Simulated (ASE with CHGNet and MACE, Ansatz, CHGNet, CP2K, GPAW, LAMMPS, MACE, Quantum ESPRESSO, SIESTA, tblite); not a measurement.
## Running aqueous Li+ and I-, 1.5 mol of salt per kg of water at 360 K (110 atoms) with machine-learned potentials

How do the settings of machine-learned potentials change the result for aqueous Li+ and I-, 1.5 mol of salt per kg of water at 360 K (110 atoms)? A plane-wave run serves as the yardstick.

Main program and level: ASE with CHGNet and MACE; the method is named at each step.

## Step 1: The structure

The cell holds 110 atoms: 36 O, 72 H, 1 Li and 1 I. Its edges and angles: a = 10.442 Å, b = 10.442 Å, c = 10.442 Å, α = 90.0°, β = 90.0°, γ = 90.0°. 36 H2O, 1 Li+, 1 I- placed at random, at 1.14 g/cm³; overlaps pushed apart, then 10 ps at 420 K with Joung-Cheatham ions (J. Phys. Chem. B 112, 9020 (2008)); SPC/E water (Berendsen, Grigera and Straatsma, J. Phys. Chem. 91, 6269 (1987)). Snapshot after 20 ps at 360 K and fixed volume.

The yardstick, on the same geometry:

* method: Kohn-Sham DFT, PBE, PAW, plane waves (Ansatz 0.2.0); cutoff 420 eV, Γ point, fermi-dirac smearing of 0.05 eV; PAW set soft_2
* r.m.s. force component: 0.5483 eV/Å
* longest force: 1.693 eV/Å
* pressure: -1.82 GPa
* gap (highest filled to lowest empty level): 3.643 eV
* SCF cycles: 9
* time: 5.3 s on 8 threads of Arm Neoverse V2, shared host
* CPU time: 37 s

## Step 2: CHGNet r2SCAN potential

Method: machine-learned interatomic potential CHGNet r2SCAN, trained on r2SCAN plane-wave data.

The input, run.py:

```python
import numpy as np
from ase.io import read
import mlip  # loads the published weights by name

atoms = read("structure.xyz")
atoms.calc = mlip.calc("chgnet-r2scan")
energy = atoms.get_potential_energy()
forces = atoms.get_forces()
print(f"energy {energy:.6f} eV")
print("forces (eV/A)")
for i, (a, f) in enumerate(zip(atoms, forces)):
    print(f"{i:4d} {a.symbol:2s} {f[0]:10.5f} {f[1]:10.5f} {f[2]:10.5f}")
stress = -atoms.get_stress(voigt=False) * 160.21766
print("stress (GPa, compression positive)")
for row in stress:
    print(" ".join(f"{x:10.4f}" for x in row))
```

The input, structure.xyz:

```xyz
110
Lattice="10.44226 0.00000 0.00000 0.00000 10.44226 0.00000 0.00000 0.00000 10.44226" Properties=species:S:1:pos:R:3 pbc="T T T"
O 4.42867 0.32841 0.52002
H 4.01787 0.34574 1.43153
H 4.75133 1.24461 0.28236
O 1.91448 0.55156 5.84631
H 2.65171 0.25270 6.45227
H 1.67546 1.49993 6.05463
O 5.08538 1.64977 5.28076
H 5.48866 0.73461 5.27616
H 4.40120 1.70888 6.00764
O 7.56584 7.55832 6.06142
H 7.50861 6.91831 6.82767
H 7.32274 7.08622 5.21403
O 7.38299 6.64389 8.93200
H 7.32900 7.58338 9.27001
H 8.34128 6.36289 8.87978
O 1.44563 0.59657 9.54287
H 2.08407 10.27644 9.64844
H 0.60262 0.26878 9.11630
O 7.42413 3.98195 9.89049
H 7.82919 3.32001 9.25978
H 7.51561 4.90275 9.51133
O 4.90985 5.89142 7.04142
H 5.51717 5.12339 6.83811
H 5.38674 6.54761 7.62619
O 0.73420 1.62659 1.63881
H 1.43320 1.33703 2.29270
H 0.92205 1.21631 0.74641
O 9.87639 1.14468 4.30211
H 9.27241 1.32502 5.07849
H 0.25009 0.66173 4.61976
O 9.08665 9.99711 0.97510
H 9.56553 9.20141 1.34590
H 8.91414 9.85770 0.00000
O 6.74841 3.92055 6.03051
H 7.56479 3.62158 6.52474
H 6.21555 3.12119 5.75275
O 2.13805 6.52526 0.87026
H 1.52854 5.74397 0.73597
H 2.96571 6.22474 1.34413
O 8.65016 9.17321 8.92134
H 8.91685 8.36843 8.39098
H 8.86757 10.00066 8.40362
O 10.15468 6.53456 8.40905
H 0.34240 5.76517 8.51462
H 0.17982 7.28661 7.94426
O 0.42260 4.37562 0.83277
H 9.96808 4.42574 0.39305
H 0.61766 3.42788 1.08516
O 1.23041 8.42325 7.22949
H 1.88692 8.66718 7.94322
H 0.93897 9.24986 6.74810
O 5.15597 2.72198 0.23359
H 5.38037 2.55418 1.19355
H 5.75191 3.43926 10.31476
O 8.51681 4.75196 3.57929
H 8.17733 4.48819 4.48224
[... 50 atom lines left out ...]
H 1.73655 7.87900 5.20338
H 1.03117 6.65673 4.38189
Li 9.18679 1.08725 2.33374
I 9.14063 1.86937 7.67172
```

Command:

```console
OMP_NUM_THREADS=1 python run.py > output.txt
```

The log of the run:

```text
CHGNet vr2scan initialized with 412,525 parameters
CHGNet will run on cpu
energy -599.655884 eV
forces (eV/A)
   0 O    -0.28355    0.01722    0.64658
   1 H     0.30960    0.12190   -0.76273
   2 H    -0.33188   -0.59930    0.14079
   3 O     0.01559    0.00914    0.22964
   4 H    -0.32969    0.42048   -0.36286
   5 H     0.34937   -0.67536   -0.07540
   6 O    -0.35714    0.10997    0.67492
   7 H    -0.46871    0.53239    0.08754
   8 H     0.99962   -0.43501   -0.81108
   9 O    -0.45211   -1.12450   -0.39788
  10 H    -0.04846    0.72626   -0.94800
  11 H     0.39250    0.45883    1.36346
  12 O     0.50240    0.48459    0.09732
  13 H     0.11113   -1.12584   -0.35091
  14 H    -0.38305    0.73724   -0.09065
  15 O    -0.50360   -0.86794   -0.26738
  16 H    -0.49573    0.41230   -0.06962
  17 H     1.15148    0.41754    0.53394
  18 O     0.21783    0.42920   -1.01322
  19 H    -0.32538    0.75933    0.52642
  20 H    -0.25575   -1.02098    0.40415
  21 O     0.94894    0.32802    0.55760
  22 H    -0.29724    0.67809    0.17528
  23 H    -0.48832   -1.07932   -0.81836
[...]
102 O    -0.32646   -0.51881    0.74177
 103 H    -0.70714    0.26380   -0.56243
 104 H     1.20972    0.11036    0.13946
 105 O    -0.37133   -0.50303    0.99247
 106 H    -0.38091   -0.53636   -0.94278
 107 H     0.62606    0.73843    0.04240
 108 Li   -0.15196   -0.00684   -0.06295
 109 I    -0.09556   -0.03528    0.06389
stress (GPa, compression positive)
   -4.0587     0.1432    -0.7781
    0.1432    -3.4166     0.4979
   -0.7781     0.4979    -3.9789
```

It took 4.3 s on 1 thread of Arm Neoverse V2, shared host; peak memory 1.8 GiB.

Banners, paths, timers and routine set-up lines are dropped from the logs unmarked, and long logs keep their key lines alone; longer cuts are marked.

Compared with the plane-wave run:

| Property | Result |
| --- | --- |
| r.m.s. force component | 0.6171 eV/Å |
| r.m.s. difference of force components | 249.8 meV/Å |
| longest difference of force vectors | 760.8 meV/Å |
| force difference over r.m.s. force | 45.56 % |
| slope of forces against the reference's | 1.03 |
| correlation of force components | 0.9148 |
| pressure | -3.818 GPa |
| pressure difference | -1.998 GPa |

Length of the force difference by element (eV/Å):

| element | atoms | mean | most |
| --- | --- | --- | --- |
| H | 72 | 0.32 | 0.48 |
| I | 1 | 0.31 | 0.31 |
| Li | 1 | 0.12 | 0.12 |
| O | 36 | 0.58 | 0.76 |

A closer look about H98, which bears the longest force: 10 atoms, nearest first, numbered in the order of the input, with positions taken from that point.

| atom | x | y | z | distance (Å) | bonds | Fx | Fy | Fz (eV/Å) |
| --- | --- | --- | --- | --- | --- | --- | --- | --- |
| H98 | 0.00 | 0.00 | 0.00 | 0.00 | 1 | 1.25 | -0.03 | 1.14 |
| O97 | 0.68 | -0.17 | 0.71 | 1.00 | 3 | -0.77 | 0.64 | -0.45 |
| H99 | 0.66 | 0.57 | 1.38 | 1.63 | 1 | -0.11 | -0.44 | -0.57 |
| O19 | -0.12 | 1.08 | -1.58 | 1.92 | 2 | 0.22 | 0.43 | -1.01 |
| H53 | -2.16 | -0.35 | 0.17 | 2.19 | 1 | -0.26 | 0.75 | -0.60 |
| H54 | -1.79 | 0.54 | -1.15 | 2.20 | 1 | -0.10 | -0.75 | 0.41 |
| H20 | 0.29 | 0.42 | -2.21 | 2.27 | 1 | -0.33 | 0.76 | 0.53 |
| O52 | -2.38 | -0.18 | -0.79 | 2.52 | 2 | 0.78 | 0.71 | 0.48 |
| Li109 | 1.65 | -1.81 | 1.31 | 2.78 | 5 | -0.15 | -0.01 | -0.06 |
| H21 | -0.02 | 2.00 | -1.96 | 2.80 | 1 | -0.26 | -1.02 | 0.40 |

Atoms are counted from 1 here, from 0 in the log.

Forces lie 46 % from the reference's, at 0.12 times its CPU time (on 1 against 8 cores).

## Step 3: MACE MP-0b3 medium potential

Method: machine-learned interatomic potential MACE MP-0b3 medium, trained on PBE(+U) plane-wave data.

Changes to run.py since step 2:

```diff
@@ -5,3 +5,3 @@
 atoms = read("structure.xyz")
-atoms.calc = mlip.calc("chgnet-r2scan")
+atoms.calc = mlip.calc("mace-mp-0b3-medium")
 energy = atoms.get_potential_energy()
```

structure.xyz is that of step 2.

The log of the run:

```text
energy -530.898723 eV
forces (eV/A)
   0 O    -0.08829   -0.30042    0.31069
   1 H     0.08678    0.19836   -0.41227
   2 H    -0.33356   -0.59067    0.16006
   3 O    -0.36703   -0.44388   -0.20968
   4 H    -0.05597    0.44368   -0.12962
   5 H     0.41233   -0.32546   -0.03236
   6 O    -0.16066    0.83178    0.30070
   7 H    -0.49209    0.22565    0.21011
   8 H     1.00758   -0.70965   -0.50095
   9 O    -0.23606   -0.49321   -0.54057
  10 H    -0.13627    0.52241   -0.79741
  11 H     0.35484    0.15157    1.19392
  12 O     0.01927    0.05857   -0.13897
  13 H     0.15502   -0.91186   -0.21998
  14 H     0.03729    0.96607   -0.09846
  15 O    -0.45418   -0.43894   -0.07624
  16 H    -0.41612    0.11541   -0.09109
  17 H     0.99644    0.28504    0.43453
  18 O     0.00856    0.21888   -0.66591
  19 H    -0.14417    0.62456    0.17036
  20 H    -0.41818   -0.66095    0.33359
  21 O     0.25074    0.43641    0.35970
  22 H     0.07846    0.51309    0.20940
  23 H    -0.15150   -1.04352   -0.67260
[...]
102 O    -0.13572    0.04923    0.65788
 103 H    -0.71713   -0.11806   -0.24833
 104 H     1.10423   -0.30450    0.23656
 105 O    -0.24243   -0.22095    0.48522
 106 H    -0.51595   -0.61798   -0.62057
 107 H     0.50225    0.44380    0.28138
 108 Li   -0.20072    0.00068   -0.12229
 109 I    -0.46823   -0.03054    0.12726
stress (GPa, compression positive)
   -1.8952     0.2687    -0.8673
    0.2687    -1.3923     0.3502
   -0.8673     0.3502    -1.7904
```

Wall time 8.1 s (1 thread); peak memory 1.3 GiB.

Compared with the plane-wave run:

```yaml
r_m_s_force_component: 0.5014 eV/Å
r_m_s_difference_of_force_components: 68.03 meV/Å
longest_difference_of_force_vectors: 193.8 meV/Å
force_difference_over_r_m_s_force: 12.41 %
slope_of_forces_against_the_reference_s: 0.9104
correlation_of_force_components: 0.9956
pressure: -1.693 GPa
pressure_difference: 0.1277 GPa
```

Against the first run (46 %), the force difference from the reference is 12 %, at 1.9 times the CPU time.

## Step 4: MACE MP-0b2 small potential

Method: machine-learned interatomic potential MACE MP-0b2 small, trained on PBE(+U) plane-wave data.

Changes to run.py since step 3:

```diff
@@ -5,3 +5,3 @@
 atoms = read("structure.xyz")
-atoms.calc = mlip.calc("mace-mp-0b3-medium")
+atoms.calc = mlip.calc("mace-mp-0b2-small")
 energy = atoms.get_potential_energy()
```

structure.xyz is that of step 3.

The log of the run:

```text
energy -530.739429 eV
forces (eV/A)
   0 O    -0.15525   -0.37536    0.32026
   1 H     0.11540    0.18213   -0.40054
   2 H    -0.28486   -0.52150    0.11982
   3 O    -0.29364   -0.41137   -0.20284
   4 H    -0.07723    0.44533   -0.13044
   5 H     0.40402   -0.30549    0.00054
   6 O    -0.18270    0.79007    0.28572
   7 H    -0.48544    0.19536    0.18599
   8 H     0.99127   -0.69697   -0.47211
   9 O    -0.27743   -0.50561   -0.48887
  10 H    -0.12616    0.51384   -0.81792
  11 H     0.37695    0.14084    1.22592
  12 O     0.00757    0.13658   -0.15970
  13 H     0.12368   -0.92326   -0.21750
  14 H     0.07104    0.94863   -0.10847
  15 O    -0.43558   -0.46795   -0.09661
  16 H    -0.43771    0.12492   -0.09504
  17 H     0.97712    0.30815    0.41605
  18 O     0.00597    0.23600   -0.63074
  19 H    -0.11463    0.56560    0.15534
  20 H    -0.44104   -0.70043    0.36382
  21 O     0.34066    0.43398    0.33688
  22 H     0.05257    0.49508    0.17342
  23 H    -0.20687   -1.03374   -0.66554
[...]
102 O    -0.09929    0.04028    0.70703
 103 H    -0.70242   -0.06375   -0.30281
 104 H     1.05765   -0.28662    0.20415
 105 O    -0.25331   -0.27862    0.55765
 106 H    -0.51388   -0.57407   -0.64888
 107 H     0.52568    0.44743    0.23354
 108 Li   -0.21028   -0.01109   -0.08305
 109 I    -0.48009   -0.09751    0.17392
stress (GPa, compression positive)
   -1.8968     0.2769    -0.8695
    0.2769    -1.3933     0.3662
   -0.8695     0.3662    -1.8083
```

Wall time 5.8 s (1 thread); peak memory 0.7 GiB.

Numbers from this run, and their distance from the reference:

- r.m.s. force component: 0.4979 eV/Å
- r.m.s. difference of force components: 72.36 meV/Å
- longest difference of force vectors: 219.7 meV/Å
- force difference over r.m.s. force: 13.2 %
- slope of forces against the reference's: 0.9036
- correlation of force components: 0.9951
- pressure: -1.7 GPa
- pressure difference: 0.1208 GPa

Against the first run (46 %), the force difference from the reference is 13 %, at 1.3 times the CPU time.

## Step 5: The ladder

Differences are against the plane-wave reference, forces as r.m.s. over components; share is that over the reference's r.m.s. force, slope the least-squares factor from reference forces to these. Total energies of different programs have different zeros and aren't compared.

| run | Δ force, r.m.s. (meV/Å) | share (%) | slope | Δ pressure (GPa) | cores | CPU time | memory (GiB) |
| --- | --- | --- | --- | --- | --- | --- | --- |
| reference | - | - | - | - | 8 | 37 s | 1.3 |
| CHGNet r2SCAN potential | 250 | 45.6 | 1.030 | -2.00 | 1 | 4.3 s | 1.8 |
| MACE MP-0b3 medium potential | 68.0 | 12.4 | 0.910 | 0.128 | 1 | 8.1 s | 1.3 |
| MACE MP-0b2 small potential | 72.4 | 13.2 | 0.904 | 0.121 | 1 | 5.8 s | 0.7 |

Times of the machine-learned potentials are mostly Python's start and the loading of weights.

CPU time is summed over cores on a shared host, where runs went side by side, so it is rough. Symmetry, cutoffs, thresholds, outputs and thread counts weren't matched or tuned between programs; memory under MPI is the largest rank's times the ranks.

## Step 6: Summary of results

```json
{
  "nearest in forces": "MACE MP-0b3 medium potential, 12 %",
  "its CPU time": "8.1 s"
}
```

In words: Machine-learned potentials differ by 12 % (MACE MP-0b3 medium potential) to 46 % (CHGNet r2SCAN potential); they were trained on other programs' data, some at another functional. Machine-learned potentials mimic data converged in k, so the reference's own k-point error enters their differences. The network of contacts between molecules at the start is that of the classical potential that made the cell, and needn't be the one that DFT or experiment would give. The reference's PBE has no dispersion term, which matters for the binding between molecules or layers. The density was typed from a rule of thumb and may lie off the real one at this temperature. The electronic-structure runs sample only Γ, in a cell whose shortest periodic width is 10 Å. Spin–orbit coupling is left out, which matters for the levels of the heavy elements.

[Also dropped from logs without a mark: logging warnings of Python, and SIESTA's first energy breakdown and zero terms.]

[Logs are printed without paths, hosts, clocks, repeated set-up lines and the standing remarks that a program may print on its own settings, such as how far it seeks lower states.]

[Hosts, paths, dates, database ids (printed as entryN), source tags and the programs' standing remarks are cut or masked in the printed files.]
